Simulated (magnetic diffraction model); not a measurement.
## Ce2CuP2O: the ordered moment from one line

Space group C2/m (no. 12), a = 14.7558 Å, b = 4.2430 Å, c = 9.7240 Å, β = 130.65°.

```
site  atom       x    y       z
  4i    Ce  0.1750    0  0.6154
  4i    Ce  0.1311    0  0.9468
  4i    Cu  0.9125  1/2  0.7008
  4i     P  0.0483  1/2  0.6408
  4i     P  0.6405  1/2  0.2557
  4i     O  0.2796    0  0.9342
```

The compound is invented for this exercise: a known structure type with other elements, its cell scaled to their sizes and not relaxed.

Only Ce and Cu are taken to order (form factors of Ce3+ and Cu2+); orders and moment sizes are assumed, and not adapted to the symmetry. Radiation: neutrons of λ = 2.0775 Å, 5° to 45°; isotropic B of 0.17 Å² (Ce), 0.25 Å² (Cu), 0.34 Å² (P) and 0.35 Å² (O). Simulated constant-wavelength pattern: nuclear and magnetic terms add, the magnetic one as |2.695 fm × Σ f S⊥ exp(2πi Q·r) exp(−B s²)|², summed over all Q at one angle with the factor 1/(sin²θ cos θ). For collinear order S is the moment m, which repeats by lattice and centring translations R with the sign exp(−2πi k·R). Free-ion form factors, Sears's scattering lengths of 1992, no absorption; a label names one of the reflections at its angle. The strongest nuclear line in the range is 100, and lines under 0.2 are left out.

In a first state the assumed order is k = (1/2 1/2 1/2), collinear moments along [010], 1.9 μB on Ce and 0.75 μB on Cu; signs + at (0.1750, 0, 0.6154), + at (0.8250, 0, 0.3846), − at (0.1311, 0, 0.9468), − at (0.8689, 0, 0.0532), + at (0.9125, 1/2, 0.7008), − at (0.0875, 1/2, 0.2992), with this pattern:

| 2θ (°) | index | nuclear | magnetic |
| --- | --- | --- | --- |
| 15.35 | (1/2 1/2 -1/2) | 0.0 | 5.8 |
| 16.19 | (0 0 1) | 0.5 | 0.0 |
| 16.35 | (2 0 -1) | 1.6 | 0.0 |
| 18.68 | (1/2 1/2 1/2) | 0.0 | 5.0 |
| 18.75 | (-3/2 1/2 1/2) | 0.0 | 23.3 |
| 21.39 | (2 0 0) | 4.3 | 0.0 |
| 23.27 | (-3/2 1/2 3/2) | 0.0 | 1.9 |
| 24.67 | (2 0 -2) | 33.2 | 0.0 |
| 25.57 | (1/2 1/2 -3/2) | 0.0 | 11.8 |
| 25.73 | (5/2 1/2 -3/2) | 0.0 | 68.7 |
| 26.38 | (3/2 -1/2 1/2) | 0.0 | 8.6 |
| 26.48 | (5/2 1/2 -1/2) | 0.0 | 0.8 |
| 30.36 | (1 1 0) | 17.7 | 0.0 |
| 30.98 | (1 1 -1) | 0.2 | 0.0 |
| 31.68 | (1/2 1/2 3/2) | 0.0 | 42.0 |
| 31.94 | (-7/2 1/2 3/2) | 0.0 | 11.4 |
(The table stops after 16 lines; 19 more lie at higher angle.)

**Question.** Nearer the ordering temperature the line at 25.73° has total intensity 17.3 on the same scale, and all moments have shrunk alike. How large is the Ce moment?

The nuclear part, 0.0, stays, so the magnetic part is 17.3 against 68.7. It goes as m², so m = 1.9 × √(17.3/68.7) = 0.95 μB; the value used was 0.95 μB.

[Logs are printed without paths, hosts, clocks, repeated set-up lines and the standing remarks that a program may print on its own settings, such as how far it seeks lower states.]
